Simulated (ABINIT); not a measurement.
Planning a run of ABINIT 10.8.3 on SiO2 (Stishovite). The input:

```
acell 3*1.0 Angstrom
rprim 
  4.177300000000 0.000000000000 0.000000000000
  0.000000000000 4.177300000000 0.000000000000
  0.000000000000 0.000000000000 2.665200000000
ntypat 2
znucl 14 8
natom 6
typat 1 1 2 2 2 2
xred 
  0.000000000000 0.000000000000 0.000000000000
  0.500000000000 0.500000000000 0.500000000000
  0.305900000000 0.305900000000 0.000000000000
  0.194100000000 0.805900000000 0.500000000000
  0.694100000000 0.694100000000 0.000000000000
  0.805900000000 0.194100000000 0.500000000000
pp_dirpath "pseudos"
pseudos "Si.upf, O.upf"
ecut 36
ngkpt 4 4 4
nshiftk 1
shiftk 0 0 0
kptopt 1
chksymbreak 0
istwfk *1
occopt 1
irdwfk 1
optdriver 3
nband 156
ecuteps 6.6
inclvkb 2
awtr 1
symchi 1
irdqps 1
gwcalctyp 10
nqptdm 17
qptdm 
  0.2500000000 0.0000000000 0.0000000000
  0.5000000000 0.0000000000 0.0000000000
  0.2500000000 0.2500000000 0.0000000000
  0.5000000000 0.2500000000 0.0000000000
  0.5000000000 0.5000000000 0.0000000000
  0.0000000000 0.0000000000 0.2500000000
  0.2500000000 0.0000000000 0.2500000000
  0.5000000000 0.0000000000 0.2500000000
  0.2500000000 0.2500000000 0.2500000000
  0.5000000000 0.2500000000 0.2500000000
  0.5000000000 0.5000000000 0.2500000000
  0.0000000000 0.0000000000 0.5000000000
  0.2500000000 0.0000000000 0.5000000000
  0.5000000000 0.0000000000 0.5000000000
  0.2500000000 0.2500000000 0.5000000000
  0.5000000000 0.2500000000 0.5000000000
  0.5000000000 0.5000000000 0.5000000000
indata_prefix "in"
outdata_prefix "out"
tmpdata_prefix "tmp"
```

```sh
OMP_NUM_THREADS=1 mpirun -n 4 abinit run.abi > log; mrgscr < mrgscr.stdin
```

Estimate wall time and host memory on 4 MPI ranks of Arm Neoverse V1, shared host.

It took 2.3 min; on shared hardware allow 68 s to 4.5 min. Peak host memory was 1.6 GiB.

[Paths, hosts, dates, memory and timing lines, banners, echoed tables and standing remarks are left out of the program output.]

[Logs are printed without paths, hosts, clocks, repeated set-up lines and the standing remarks that a program may print on its own settings, such as how far it seeks lower states.]

[Runs of the session that timed out or met a known fault of the program may be left out.]

[Hosts, paths, dates, database ids (printed as entryN), source tags and the programs' standing remarks are cut or masked in the printed files.]

[G0W0 gaps are taken among the corrected bands and points alone; a level outside them can change the order at an edge.]

[Where Ansatz stands beside ABINIT at settings called matched, ABINIT's density can come from a denser mesh and the files from another edition; pairs whose starting gaps differed by over 0.03 eV were left out, so agreement reads better than it is.]
